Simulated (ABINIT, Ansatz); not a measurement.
# A GW chain in ABINIT: WS2 (Tungstenite), part 2 of 2

How does a plane-wave GW calculation on WS2 (Tungstenite) run from the first input to the gap?

ABINIT 10.8.3; PBE and many-body steps on it, plane waves. Known limits of the many-body steps: not at the basis limit; no spin-orbit coupling; coarse k mesh.

So far. Step 3 (Empty states on the mesh, 6×6×1 mesh, 715 bands): On this mesh the gap is 0.981 eV. Step 4 (Screening, 6×6×1 mesh, 707 bands, screening to 272.1 eV): Local fields lower ε∞ by 11 %. On a Γ-centred mesh this coarse the value itself is usually too large, while a short band sum pulls it down.

## 5. Self-energy, 6×6×1 mesh, 707 bands, screening to 272.1 eV

The self-energy is evaluated for the states that the input lists, and the levels follow from it, in one-shot runs by the linearised quasiparticle equation.

This step: G0W0 on PBE, plane waves, norm-conserving pseudopotentials.

run.abi reads:

```
acell 3*1.0 Angstrom
rprim 
  3.153199999992 0.000000000002 0.000000000000
  -1.576599999998 2.730751303206 0.000000000000
  0.000000000000 0.000000000000 12.323000000000
ntypat 2
znucl 74 16
natom 6
typat 1 1 2 2 2 2
xred 
  0.333333333333 0.666666666667 0.250000000000
  0.666666666667 0.333333333333 0.750000000000
  0.333333333333 0.666666666667 0.622500000000
  0.666666666667 0.333333333333 0.122500000000
  0.333333333333 0.666666666667 0.877500000000
  0.666666666667 0.333333333333 0.377500000000
pp_dirpath "pseudos"
pseudos "W.upf, S.upf"
ecut 31
ngkpt 6 6 1
nshiftk 1
shiftk 0 0 0
kptopt 1
chksymbreak 0
istwfk *1
occopt 1
irdwfk 1
optdriver 4
nband 707
gwcalctyp 0
ecutsigx 31
symsigma 1
nkptgw 3
kptgw 
  0.0000000000 0.0000000000 0.0000000000
  0.1666666667 0.1666666667 0.0000000000
  0.3333333333 0.3333333333 0.0000000000
bdgw 
  25 28
  25 28
  25 28
ecuteps 10
irdscr 1
ppmodel 1
indata_prefix "in"
outdata_prefix "out"
tmpdata_prefix "tmp"
```

Command:

```sh
OMP_NUM_THREADS=1 mpirun -n 8 abinit run.abi > log
```

Numbers of over 12 decimals in the logs are rounded to 6 here.

Log:

```text
.Version 10.8.3 of ABINIT. v10.8.2 released Aug 2026.

 Symmetries : space group P6_3/m m c (#194); Bravais hP (primitive hexag.)
[... echo of the input left out ...]
== DATASET  1 ==================================================================
-   mpi_nproc: 8, omp_nthreads: 1 (-1 if OMP is not activated)

--- !DatasetInfo
iteration_state: {dtset: 1, }
dimensions: {natom: 6, nkpt: 7, mband: 707, nsppol: 1, nspinor: 1, nspden: 1, mpw: 5929, }
cutoff_energies: {ecut:  31.0, pawecutdg:  -1.0, }
electrons: {nelect:   5.20000000E+01, charge:   0.00000000E+00, occopt:   1.00000000E+00, tsmear:   1.00000000E-02, }

 SIGMA: Calculation of the GW corrections

 Based on a program developped by R.W. Godby, V. Olevano, G. Onida, and L. Reining.
 Incorporated in ABINIT by V. Olevano, G.-M. Rignanese, and M. Torrent.
.Using double precision arithmetic ; gwpc =  8

[... cell and pseudopotentials left out ...]
--------------------------------------------------------------------------------

 ==== K-mesh for the wavefunctions ====
 Number of points in the irreducible wedge :     7
[... list of points left out ...]
 Together with 24 symmetry operations and time-reversal symmetry
 yields    36 points in the full Brillouin Zone.

 ==== Q-mesh for screening function ====
 Number of points in the irreducible wedge :     7
[... list of points left out ...]
 Together with 24 symmetry operations and time-reversal symmetry
 yields    36 points in the full Brillouin Zone.

 vcoul_init : cutoff-mode = AUXILIARY_FUNCTION
 q-points for optical limit:   1
     1)      0.000010    0.000020    0.000030
 setmesh: FFT mesh size selected  =    25x   25x  120
          total number of points  =        75000

 Number of electrons calculated from density =   52.0000; Expected =   52.0000
 average of density, n =  0.072620
 r_s =    1.4869
 omega_plasma =   25.9946 [eV]

 === KS Band Gaps ===
  >>>> For spin  1
   Minimum direct gap =   1.8369 [eV], located at k-point      :   0.3333  0.3333  0.0000
   Fundamental gap    =   0.9806 [eV], Top of valence bands at :   0.0000  0.0000  0.0000
                                       Bottom of conduction at :   0.1667  0.1667  0.0000
 SIGMA fundamental parameters:
 PLASMON POLE MODEL  1
 number of plane-waves for SigmaX                 5885
 number of plane-waves for SigmaC and W           1095
 number of plane-waves for wavefunctions          5885
 number of bands                                   707
 number of independent spin polarizations            1
 number of spinorial components                      1
 number of k-points in IBZ                           7
 number of q-points in IBZ                           7
 number of symmetry operations                      24
 number of k-points in BZ                           36
 number of q-points in BZ                           36
 number of frequencies for dSigma/dE                 9
 frequency step for dSigma/dE [eV]                0.25
 number of omega for Sigma on real axis              0
 max omega for Sigma on real axis  [eV]           0.00
 zcut for avoiding poles [eV]                     0.10

 EPSILON^-1 parameters (SCR file):
 dimension of the eps^-1 matrix on file           1095
 dimension of the eps^-1 matrix used              1095
 number of plane-waves for wavefunctions          5885
 number of bands                                   707
 number of q-points in IBZ                           7
 number of frequencies                               2
 number of real frequencies                          1
 number of imag frequencies                          1

 matrix elements of self-energy operator (all in [eV])

 Perturbative Calculation

--- !SelfEnergy_ee
iteration_state: {dtset: 1, }
kpoint     : [   0.000,    0.000,    0.000, ]
spin       : 1
KS_gap     :    2.311
QP_gap     :    2.766
Delta_QP_KS:    0.455
data: !SigmaeeData |
     Band     E0 <VxcDFT>   SigX SigC(E0)      Z dSigC/dE  Sig(E)    E-E0       E
       25   8.288 -14.458 -15.573   0.693   0.785  -0.274 -14.789  -0.331   7.956
       26   9.509 -15.590 -16.105   0.138   0.782  -0.279 -15.884  -0.295   9.214
       27  11.820 -15.225 -10.553  -4.469   0.785  -0.273 -15.065   0.160  11.980
       28  11.820 -15.225 -10.553  -4.469   0.785  -0.273 -15.065   0.160  11.980

--- !SelfEnergy_ee
iteration_state: {dtset: 1, }
kpoint     : [   0.167,    0.167,    0.000, ]
spin       : 1
KS_gap     :    2.486
QP_gap     :    2.866
Delta_QP_KS:    0.380
data: !SigmaeeData |
     Band     E0 <VxcDFT>   SigX SigC(E0)      Z dSigC/dE  Sig(E)    E-E0       E
       25   7.976 -15.191 -16.569   0.950   0.780  -0.281 -15.525  -0.334   7.642
       26   8.004 -15.258 -16.559   0.912   0.781  -0.281 -15.561  -0.303   7.701
       27  10.490 -14.194 -10.097  -4.000   0.791  -0.264 -14.117   0.077  10.566
       28  11.343 -15.406 -10.805  -4.380   0.784  -0.275 -15.233   0.173  11.516

--- !SelfEnergy_ee
iteration_state: {dtset: 1, }
kpoint     : [   0.333,    0.333,    0.000, ]
spin       : 1
KS_gap     :    1.837
QP_gap     :    2.366
Delta_QP_KS:    0.529
data: !SigmaeeData |
     Band     E0 <VxcDFT>   SigX SigC(E0)      Z dSigC/dE  Sig(E)    E-E0       E
       25   8.770 -14.990 -15.614   0.262   0.786  -0.272 -15.275  -0.285   8.485
       26   8.977 -15.421 -15.957   0.197   0.785  -0.274 -15.687  -0.266   8.711
       27  10.814 -16.363 -11.961  -4.068   0.785  -0.273 -16.100   0.263  11.077
       28  10.814 -16.363 -11.961  -4.068   0.785  -0.273 -16.100   0.263  11.077

== END DATASET(S) ==============================================================
================================================================================

 -outvars: echo values of variables after computation  --------
           etotal      0.0000000000E+00
            nband         707
             nkpt           7
          spgroup         194
 [... the other variables as echoed above ...]

 Calculation completed.
```

It took 10 min on 8 MPI ranks of Arm Neoverse V2, shared host; peak memory 9.7 GiB.

Numbers from this step:

```
G0W0 gap on the points computed              : 1.352 eV
starting gap on the mesh                     : 0.9806 eV
k of the valence top                         : 0, 0, 0
k of the conduction bottom                   : 0.1667, 0.1667, 0
Z at the valence top                         : 0.782
Z at the conduction bottom                   : 0.791
least direct G0W0 gap on the computed points : 2.366 eV
```

The gap on the mesh goes from 0.98 eV to 1.35 eV, a correction of +0.37 eV.

Limits: finite bands, cutoff and mesh; no spin-orbit coupling; coarse k mesh. v1 is the top filled band, c1 the lowest empty one. Levels before and after the correction, in eV, zero at the valence-band top of each column:

```
           conduction bottom  valence top
Kohn-Sham               0.98         0.00
     G0W0               1.35         0.00
```

```
                        level  energy (eV)
Kohn-Sham                Γ v2       -1.221
Kohn-Sham                Γ v1        0.000
Kohn-Sham             Γ c1-c2        2.311
Kohn-Sham  (0.167 0.167 0) v2       -1.533
Kohn-Sham  (0.167 0.167 0) v1       -1.505
Kohn-Sham  (0.167 0.167 0) c1        0.981
Kohn-Sham  (0.167 0.167 0) c2        1.834
     G0W0                Γ v2       -1.258
     G0W0                Γ v1        0.000
     G0W0             Γ c1-c2        2.766
     G0W0  (0.167 0.167 0) v2       -1.572
     G0W0  (0.167 0.167 0) v1       -1.513
     G0W0  (0.167 0.167 0) c1        1.352
     G0W0  (0.167 0.167 0) c2        2.302
```

## 6. Where the time went

Times are wall times on 8 MPI ranks of Arm Neoverse V2, shared host, good to a factor of about two.

```
                    step     time  share  memory (GiB)
            ground state     21 s    1 %          0.76
empty states on the mesh  2.3 min    8 %            15
               screening   18 min   58 %           7.4
             self-energy   10 min   33 %           9.7
```

## 7. Outcome

```json
{"PBE gap": "0.98 eV, indirect", "G0W0 gap on the mesh": "1.35 eV", "GW settings": "6×6×1 mesh, 707 bands, screening to 272.1 eV, Godby-Needs plasmon pole", "known limits": "not at the basis limit; no spin-orbit coupling; coarse k mesh"}
```

In words: G0W0 moves the gap on the mesh from 0.98 eV to 1.35 eV (+0.37 eV), with Z of 0.78 and 0.79 at the edges. Local fields lower the RPA ε∞ on this mesh from 15.08 to 13.47; a Γ-centred mesh this coarse tends to raise both, most where the direct gap is narrow, while a short band sum lowers them. Only 3 of the mesh's irreducible points were corrected, so a valley elsewhere could overtake. The dearest step here is «screening». Bands and cutoff are finite, so the gap is not at the basis limit. The miss can reach some tenths of an eV and take either sign; the mesh is an error of its own. In the G0W0 run levels were corrected at 3 k points alone, so a gap called «on the mesh» is the least over those, and an edge elsewhere would be missed. The 6×6×1 mesh is coarse for this cell, which bears on the long-range parts of exchange and screening. The many-body steps are scalar-relativistic: spin-orbit coupling is not in them.

[Paths, hosts, dates, memory and timing lines, banners, echoed tables and standing remarks are left out of the program output.]

[Logs are printed without paths, hosts, clocks, repeated set-up lines and the standing remarks that a program may print on its own settings, such as how far it seeks lower states.]

[Runs of the session that timed out or met a known fault of the program may be left out.]

[Hosts, paths, dates, database ids (printed as entryN), source tags and the programs' standing remarks are cut or masked in the printed files.]

[G0W0 gaps are taken among the corrected bands and points alone; a level outside them can change the order at an edge.]

[Where Ansatz stands beside ABINIT at settings called matched, ABINIT's density can come from a denser mesh and the files from another edition; pairs whose starting gaps differed by over 0.03 eV were left out, so agreement reads better than it is.]
